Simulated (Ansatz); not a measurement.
# How fast states decay through SrLiCO3F

Aim: relax a made-up compound, SrLiCO3F, and see how good a tunnel barrier it would be. It is built by putting Li for K in the KSrCO3F structure of space group P-6m2, with the volume rescaled by atomic radii. The parent structure comes from the Materials Project.

Main program and level: Ansatz 0.2.0; PBEsol DFT, plane waves, PAW files, in the first sound run; inputs show where later runs differ.

Report form: the programs' logs are mostly left out.

The structure was built from a prototype and need not be the compound's stable phase.

## 1. Set-up

Symmetry: P-6m2, No. 187, hexagonal system. Conventional cell: a = 4.924 Å, b = 4.924 Å, c = 4.416 Å, α = 90.00°, β = 90.00°, γ = 120.00°. Li has 6 O at 2.75 Å nearest. Nearest to Sr lie 2 F at 2.21 Å and 6 O at 2.47 Å. C has 3 O at 1.21 Å nearest. Nearest to O lie 1 C at 1.21 Å and 2 Sr at 2.47 Å. Nearest to F lie 2 Sr at 2.21 Å. It derives from KSrCO3F. Li for K in the KSrCO3F structure of space group P-6m2. Farther neighbours and most contacts between anions are not listed.

## 2. Cell and atoms at rest

The substituted atoms don't fit the parent's cell, so cell and atoms relax together. A small smearing keeps the run stable in case the gap closes on the way.

The input, input.yaml:

```yaml
crystal:
  lattice:
    - [4.923911038, 0.0, 0.0]
    - [-2.461955519, 4.2642320449, 0.0]
    - [0.0, 0.0, 4.416282777]
  atoms:
    - { symbol: Li, position: [0.6666666667, 0.3333333333, 0.0] }
    - { symbol: Sr, position: [0.3333333333, 0.6666666667, 0.5] }
    - { symbol: C, position: [0.0, 0.0, 0.5] }
    - { symbol: O, position: [0.8583906667, 0.7167813333, 0.5] }
    - { symbol: O, position: [0.8583906667, 0.1416093333, 0.5] }
    - { symbol: O, position: [0.2832186667, 0.1416093333, 0.5] }
    - { symbol: F, position: [0.3333333333, 0.6666666667, 0.0] }
kpoints:
  mp_grid: { grid: [6, 6, 6] }
scf:
  occupations: { method: gaussian, width: 0.03 }
hamiltonian:
  xc: pbesol
output:
  forces: true
  stress: true
relax:
  f_tol: 0.02
  max_steps: 60
  cell: {}
```

The run is started by

```sh
> ansatz run input.yaml --threads 2 --pin off --max-ram 4096MiB --backend cpu --events-out ev --progress --plain --runs-dir out
```

The job ended after 34 s (2 threads of Arm Neoverse V2, shared host; peak memory 0.39 GiB).

Step by step:

| step | energy less that of the first step (eV) | largest force component (eV/Å) | pressure (GPa) | volume (Å³) |
| --- | --- | --- | --- | --- |
| 1 | 0.0000 | 7.1748 | 21.41 | 92.73 |
| 2 | -0.9113 | 1.8770 | 1.81 | 104.99 |
| 3 | -1.0039 | 0.1960 | 0.47 | 102.42 |
| 4 | -1.0048 | 0.0254 | 0.06 | 102.56 |
| 5 | -1.0048 | 0.0006 | 0.00 | 102.57 |
| 6* | -1.0654 | 0.0123 | 0.89 | 102.57 |
| 7 | -1.0653 | 0.0119 | 0.17 | 103.92 |
| 8 | -1.0644 | 0.0034 | 0.02 | 104.25 |
| 9* | -1.0705 | 0.0043 | 0.06 | 104.25 |
| 10 | -1.0701 | 0.0003 | 0.00 | 104.38 |
| 11* | -1.0707 | 0.0002 | 0.00 | 104.38 |

Relaxation steps marked * repeat the geometry before them on a plane-wave basis chosen anew for their cell, so energy and pressure can jump there.

The run keeps the 12 symmetry operations that it works with, so distortions that break them were not tested.

| conventional cell, symmetrised | before | after | change |
| --- | --- | --- | --- |
| a (Å) | 4.924 | 5.149 | +4.6 % |
| b (Å) | 4.924 | 5.149 | +4.6 % |
| c (Å) | 4.416 | 4.546 | +2.9 % |
| volume (Å³/atom) | 13.25 | 14.91 | +12.6 % |

The atoms that moved most (Å, as changes of fractional coordinates times the final cell):

| atom | dx | dy | dz | length |
| --- | --- | --- | --- | --- |
| O6 | 0.028 | 0.016 | 0.000 | 0.033 |
| O5 | -0.028 | 0.016 | 0.000 | 0.033 |
| O4 | 0.000 | -0.033 | 0.000 | 0.033 |

This step gave:

| Item | Value |
| --- | --- |
| free energy | -6430.4525 eV |
| Fermi energy | 4.722 eV |
| pressure | 0.004386 GPa |

The largest force component on a free atom ends at 1.6e-4 eV/Å.

## 3. Band edges

The energy window and the wavevectors of the next steps follow from the band edges, so these are searched first, off the mesh as well.

The input, input.yaml:

```yaml
crystal:
  lattice:
    - [5.1489169596, 0.0, 0.0]
    - [-2.5744584798, 4.459092889, 0.0]
    - [0.0, 0.0, 4.5461949388]
  atoms:
    - { symbol: Li, position: [0.6666666667, 0.3333333333, 0.0] }
    - { symbol: Sr, position: [0.3333333333, 0.6666666667, 0.5] }
    - { symbol: C, position: [0.0, 0.0, 0.5] }
    - { symbol: O, position: [0.8547389604, 0.7094779207, 0.5] }
    - { symbol: O, position: [0.8547389604, 0.1452610396, 0.5] }
    - { symbol: O, position: [0.2905220793, 0.1452610396, 0.5] }
    - { symbol: F, position: [0.3333333333, 0.6666666667, 0.0] }
kpoints:
  mp_grid: { grid: [6, 6, 6] }
  band_path: { path: [VBM, CBM], npoints: 30 }
scf:
  occupations: { method: fixed }
hamiltonian:
  xc: pbesol
output:
  eigenvalues: true
  write_potential: true
  write_density: true
  volumetric_format: npy
  elf: true
```

The job ended after 10 s (2 threads; peak memory 0.35 GiB).

Numbers from this step:

* Fermi energy: 2.955 eV
* gap on the k-mesh: 3.535 eV
* gap on path: 3.535 eV, by band count; negative where bands overlap
* direct gap on path: 3.538 eV
* edge places on path: 0, 0.6910 1/A along the path

Electronic bands along the path, in eV, zero at the Fermi level (highest filled level under fixed occupations); v1 is the highest filled band, c1 the lowest empty one:

| point | v4 | v3 | v2 | v1 | c1 | c2 | c3 | c4 |
| --- | --- | --- | --- | --- | --- | --- | --- | --- |
| VBM | -1.51 | -1.21 | -1.21 | 0.00 | 4.23 | 6.37 | 6.83 | 7.37 |
| halfway | -1.43 | -1.21 | -1.21 | 0.00 | 3.98 | 5.28 | 7.28 | 7.28 |
| CBM | -1.36 | -1.21 | -1.21 | 0.00 | 3.54 | 5.11 | 7.25 | 7.25 |

ELF in the ab plane at fractional z = 0.500, with atoms of Sr and C and O within 0.2 Å of it. It is the smooth field of the valence electrons, not physical close to the nuclei.

Ten even steps from '0' (0.01) to '9' (0.86), each cell a mean:
```
44453121145454
62013797101389
72169999315867
81595388259749
42972495189899
05998971289984
03898510035410
21221231000013
72027984000489
82279995005899
63675893049857
56967971189769
16889710289885
```
Columns run along a (5.1 Å), rows up along b (5.1 Å). Atoms in or near the plane, at fractional coordinates: Sr at (0.33, 0.67), C at (0.00, 0.00), O at (0.85, 0.71), O at (0.85, 0.15), O at (0.29, 0.15).

Valence density in the ab plane at fractional z = 0.500, with atoms of Sr and C and O within 0.2 Å of it. It is the smooth field of the valence electrons, not physical close to the nuclei.

Ten even steps from '_' (0.0 e/Å³) to '@' (6.9 e/Å³), each cell a mean:
```
::..____________________..::
..________....__________::--
..______::----..______--**++
..____::------..____::%%@@++
____..--::--::______--**++..
____..----::________....____
____......__________________
____________________________
__________..______________..
..____..====..________..====
....::**@@**..______..**@@++
::::==##%%--________--%%##==
::::::--::__________::----::
```
Columns run along a (5.1 Å), rows up along b (5.1 Å). Atoms in or near the plane, at fractional coordinates: Sr at (0.33, 0.67), C at (0.00, 0.00), O at (0.85, 0.71), O at (0.85, 0.15), O at (0.29, 0.15).

Electrostatic potential energy in the ab plane at fractional z = 0.500, with atoms of Sr and C and O within 0.2 Å of it. With pseudopotentials it is smooth inside the atoms' cores, unlike the true potential.

Ten even steps from '_' (-101 eV) to '@' (9 eV), each cell a mean:
```
==##@@@@@@@@@@@@@@@@@@@@**--
%%@@@@@@%%%%##%%@@@@@@@@##**
%%@@@@%%++::--##@@@@@@##++++
@@@@%%==____..##@@@@%%++==**
@@@@**..____==%%@@@@##++**%%
@@%%**::..==%%@@@@@@@@%%@@@@
@@@@%%####%%@@@@@@@@@@@@@@@@
@@@@@@@@@@@@@@@@@@@@@@@@@@@@
@@@@@@@@@@@@@@@@@@@@@@@@@@@@
%%@@@@%%##**%%@@@@@@@@%%##**
%%%%%%++==**%%@@@@@@%%**==++
++++**++++##@@@@@@@@##++++**
..++####%%@@@@@@@@@@%%####==
```
Columns run along a (5.1 Å; values clipped at the 3rd and 97th percentile), rows up along b (5.1 Å). Atoms in or near the plane, at fractional coordinates: Sr at (0.33, 0.67), C at (0.00, 0.00), O at (0.85, 0.71), O at (0.85, 0.15), O at (0.29, 0.15).

The searched edges give 3.54 eV, as on the mesh.

## 4. Complex bands

This step: PBEsol DFT, plane waves, PAW files; complex bands by layer matching along the plane's normal (Ansatz 0.2.0).

The same crystal is laid in a cell whose first two vectors span the (110) plane (indices of the standard conventional cell, whose axes can be ordered otherwise than in the bulk input). At fixed energy and wavevector in the plane the solver finds all kz, real and complex. A few wavevectors are listed, (0, 0) and (-0.5, 0) in units of the plane's reciprocal vectors; the slowest state needn't be among them.

The input, input.yaml:

```yaml
crystal:
  lattice:
    - [4.546194939, 0.0, 0.0]
    - [0.0, 8.918185778, 0.0]
    - [0.0, 4.459092889, 2.57445848]
  atoms:
    - { symbol: Li, position: [0.0, 0.6666666667, 0.0] }
    - { symbol: Sr, position: [0.5, 0.3333333333, 0.0] }
    - { symbol: C, position: [0.5, 0.0, 0.0] }
    - { symbol: O, position: [0.5, 0.2905220793, 0.5642168811] }
    - { symbol: O, position: [0.5, 0.8547389604, 0.0] }
    - { symbol: O, position: [0.5, 0.8547389604, 0.4357831189] }
    - { symbol: F, position: [0.0, 0.3333333333, 0.0] }
kpoints:
  mp_grid: { grid: [6, 10, 10] }
scf:
  occupations: { method: fixed }
hamiltonian:
  xc: pbesol
output:
  eigenvalues: true
  transmission:
    leads: [[0, 0]]
    kpoints: [[0.0, 0.0], [-0.5, 0.0]]
    e_range: [-1.0, 4.54]
    de: 0.11
```

Run time: 91 s. Hardware: 2 threads; peak memory 1 GiB; 2.6 min of CPU time.

This step gave:

| Property | Result |
| --- | --- |
| free energy | -6430.4524 eV |
| gap on the k-mesh | 3.536 eV |
| level to which the leads are filled | 1.768 eV from the Fermi level |
| decay constant at the filling level, zone centre | 0.4323 Å⁻¹ |
| decay constant at the filling level, slowest listed point | 0.4323 Å⁻¹ |

K parallel (0, 0); values up to 1.5 1/Å, a degenerate pair printed once or twice; energies at which all values exceed this have no row. Table of Im kz of the slowest decaying states by energy, zero at the highest filled level on the SCF mesh:

| energy (eV) | decay 1 (Å⁻¹) | decay 2 (Å⁻¹) | decay 3 (Å⁻¹) | decay 4 (Å⁻¹) |
| --- | --- | --- | --- | --- |
| -1.0000 | 0.179 | 0.299 | 0.338 | 0.393 |
| -0.7800 | 0.187 | 0.246 | 0.347 | 0.472 |
| -0.4500 | 0.248 | 0.312 | 0.402 | 0.553 |
| -0.2300 | 0.341 | 0.344 | 0.433 | 0.594 |
| -0.0100 | 0.369 | 0.388 | 0.460 | 0.631 |
| 0.2100 | 0.238 | 0.391 | 0.418 | 0.483 |
| 0.5400 | 0.344 | 0.416 | 0.448 | 0.511 |
| 0.7600 | 0.383 | 0.431 | 0.463 | 0.526 |
| 0.9800 | 0.409 | 0.444 | 0.475 | 0.538 |
| 1.2000 | 0.424 | 0.458 | 0.485 | 0.548 |
| 1.5300 | 0.433 | 0.476 | 0.496 | 0.560 |
| 1.7500 | 0.432 | 0.486 | 0.502 | 0.566 |
| 1.9700 | 0.426 | 0.494 | 0.506 | 0.570 |
| 2.3000 | 0.407 | 0.502 | 0.509 | 0.574 |
| 2.5200 | 0.385 | 0.505 | 0.510 | 0.574 |
| 2.7400 | 0.354 | 0.507 | 0.508 | 0.572 |
| 2.9600 | 0.312 | 0.505 | 0.508 | 0.569 |
| 3.2900 | 0.214 | 0.494 | 0.507 | 0.561 |
| 3.5100 | 0.0707 | 0.483 | 0.505 | 0.554 |
| 3.7300 | 0.467 | 0.502 | 0.545 | 0.604 |
| 3.9500 | 0.444 | 0.498 | 0.534 | 0.583 |
| 4.2800 | 0.395 | 0.490 | 0.513 | 0.513 |
| 4.5000 | 0.350 | 0.441 | 0.483 | 0.495 |

K parallel (-0.5, 0); values up to 1.5 1/Å, a degenerate pair printed once or twice; energies at which all values exceed this have no row. Im kz of the slowest decaying states against energy, zero at the highest filled level on the SCF mesh:

| energy (eV) | decay 1 (Å⁻¹) | decay 2 (Å⁻¹) | decay 3 (Å⁻¹) | decay 4 (Å⁻¹) |
| --- | --- | --- | --- | --- |
| -1.0000 | 0.183 | 0.298 | 0.345 | 0.409 |
| -0.7800 | 0.201 | 0.253 | 0.347 | 0.486 |
| -0.4500 | 0.244 | 0.321 | 0.403 | 0.531 |
| -0.2300 | 0.341 | 0.354 | 0.434 | 0.551 |
| -0.0100 | 0.382 | 0.390 | 0.461 | 0.566 |
| 0.2100 | 0.238 | 0.406 | 0.421 | 0.485 |
| 0.5400 | 0.347 | 0.437 | 0.453 | 0.514 |
| 0.7600 | 0.388 | 0.455 | 0.468 | 0.530 |
| 0.9800 | 0.417 | 0.471 | 0.481 | 0.543 |
| 1.2000 | 0.438 | 0.486 | 0.492 | 0.554 |
| 1.5300 | 0.460 | 0.505 | 0.505 | 0.568 |
| 1.7500 | 0.470 | 0.512 | 0.515 | 0.567 |
| 1.9700 | 0.479 | 0.518 | 0.524 | 0.555 |
| 2.3000 | 0.487 | 0.525 | 0.532 | 0.533 |
| 2.5200 | 0.491 | 0.513 | 0.528 | 0.538 |
| 2.7400 | 0.490 | 0.494 | 0.530 | 0.541 |
| 2.9600 | 0.463 | 0.495 | 0.532 | 0.543 |
| 3.2900 | 0.412 | 0.495 | 0.533 | 0.543 |
| 3.5100 | 0.369 | 0.493 | 0.532 | 0.542 |
| 3.7300 | 0.314 | 0.491 | 0.531 | 0.540 |
| 3.9500 | 0.240 | 0.487 | 0.529 | 0.536 |
| 4.2800 | 0.478 | 0.521 | 0.525 | 0.529 |
| 4.5000 | 0.471 | 0.483 | 0.521 | 0.523 |

At the listed wavevectors the last open channel is at -0.01 eV and the next at +3.62 eV on the grid. At +1.75 eV, the grid energy nearest the filling level (the middle of the gap on the SCF mesh), the slowest state at the listed wavevectors decays with κ = 0.432 Å⁻¹, its amplitude falling by e over 2.3 Å. Through 1 nm of this crystal that state's transmission falls by exp(−2 × 0.432 Å⁻¹ × 10 Å) = 1.8e-4.

## 5. Decay over the two-dimensional zone

The listed points could miss the slowest state, so one energy near mid-gap is solved on a mesh of 8×8.

input.yaml, as its differences from that of step 4:

```diff
@@ -21,6 +21,2 @@
   eigenvalues: true
-  transmission:
-    leads: [[0, 0]]
-    kpoints: [[0.0, 0.0], [-0.5, 0.0]]
-    e_range: [-1.0, 4.54]
-    de: 0.11
+  transmission: { leads: [[0, 0]], kmesh: [8, 8], e_range: [1.77, 1.78], de: 0.05 }
```

It took 73 s on 2 threads; peak memory 0.91 GiB.

Numbers from this step:

```yaml
least_decay_constant_on_the_mesh: 0.432 Å⁻¹
```

Slowest decay constant (1/Å; 0 where a channel is open) over k1 and k2. At 1.7700 eV from the Fermi level.

Ten even steps from '0' (0.432) to '9' (0.498):
```
88765678
77532357
65420245
55310135
65420245
77532357
88765678
99877789
```
Columns: k1 (b1) from -0.5 to 0.375; rows upwards: k2 (b2) from -0.5 to 0.375.

The least value on the mesh is 0.432 Å⁻¹ at +1.77 eV. At that energy the listed points give about 0.432 Å⁻¹ by interpolation, so the mesh holds no clearly slower state.

## 6. A check of the settings: output.transmission.temperature = 400.0

This step: PBEsol DFT, plane waves, PAW files; complex bands by layer matching along the plane's normal; changed: output.transmission.temperature = 400.0 (Ansatz 0.2.0).

This run repeats an earlier one, its twin (the complex run, plane (110)), with one setting changed (output.transmission.temperature; files written aside). It is meant to test how the leads' temperature enters. Where the input is shown as a difference, that is against the step before, not the twin.

input.yaml, as its differences from that of step 5:

```diff
@@ -21,2 +21,7 @@
   eigenvalues: true
-  transmission: { leads: [[0, 0]], kmesh: [8, 8], e_range: [1.77, 1.78], de: 0.05 }
+  transmission:
+    leads: [[0, 0]]
+    kpoints: [[0.0, 0.0], [-0.5, 0.0]]
+    e_range: [-1.0, 4.54]
+    de: 0.11
+    temperature: 400.0
```

Run time: 90 s. Hardware: 2 threads; peak memory 1 GiB; 2.6 min of CPU time.

K parallel (0, 0); values up to 1.5 1/Å, a degenerate pair printed once or twice; energies at which all values exceed this have no row. Im kz of the slowest decaying states against energy, zero at the highest filled level on the SCF mesh:

| energy (eV) | decay 1 (Å⁻¹) | decay 2 (Å⁻¹) | decay 3 (Å⁻¹) | decay 4 (Å⁻¹) |
| --- | --- | --- | --- | --- |
| -1.00 | 0.179 | 0.299 | 0.338 | 0.393 |
| -0.78 | 0.187 | 0.246 | 0.347 | 0.472 |
| -0.45 | 0.248 | 0.312 | 0.402 | 0.553 |
| -0.12 | 0.357 | 0.367 | 0.447 | 0.613 |
| -0.01 | 0.369 | 0.388 | 0.460 | 0.631 |
| 0.10 | 0.172 | 0.381 | 0.404 | 0.472 |
| 0.32 | 0.283 | 0.400 | 0.429 | 0.493 |
| 0.65 | 0.366 | 0.424 | 0.456 | 0.519 |
| 0.98 | 0.409 | 0.444 | 0.475 | 0.538 |
| 1.20 | 0.424 | 0.458 | 0.485 | 0.548 |
| 1.42 | 0.432 | 0.471 | 0.493 | 0.557 |
| 1.75 | 0.432 | 0.486 | 0.502 | 0.566 |
| 2.08 | 0.421 | 0.497 | 0.508 | 0.572 |
| 2.30 | 0.407 | 0.502 | 0.509 | 0.574 |
| 2.52 | 0.385 | 0.505 | 0.510 | 0.574 |
| 2.85 | 0.335 | 0.507 | 0.508 | 0.571 |
| 3.18 | 0.253 | 0.499 | 0.508 | 0.565 |
| 3.40 | 0.161 | 0.489 | 0.506 | 0.558 |
| 3.62 | 0.475 | 0.504 | 0.549 | 0.614 |
| 3.95 | 0.444 | 0.498 | 0.534 | 0.583 |
| 4.28 | 0.395 | 0.490 | 0.513 | 0.513 |
| 4.50 | 0.350 | 0.441 | 0.483 | 0.495 |

K parallel (-0.5, 0); values up to 1.5 1/Å, a degenerate pair printed once or twice; energies at which all values exceed this have no row. Table of Im kz of the slowest decaying states by energy, zero at the highest filled level on the SCF mesh:

(Unchanged from step 4.)

The temperature enters the conductance and not T(E) itself. No conductance was computed here for it to change.

## 7. Outcome

| Quantity | Value |
| --- | --- |
| band gap | 3.54 eV |
| least decay constant at mid-gap, normal to (110) | 0.432 Å⁻¹ |
| least decay constant on a mesh, normal to (110) | 0.432 Å⁻¹ |

What this shows: With PBEsol, the slowest decay at the wavevectors tried is κ = 0.432 Å⁻¹, normal to (110). Through such a film the transmission near mid-gap falls as exp(−2κd), a factor of ten every 2.7 Å. A free electron under a barrier of half the gap would need a mass of 0.40 mₑ to decay at this rate. The compound is made up by substitution; its stability against other phases and against distortions of the cell's symmetry was not tested. A semilocal functional narrows gaps, so real decay constants are likely larger.

[Logs are printed without paths, hosts, clocks, repeated set-up lines and the standing remarks that a program may print on its own settings, such as how far it seeks lower states.]

[Hosts, paths, dates, database ids (printed as entryN), source tags and the programs' standing remarks are cut or masked in the printed files.]
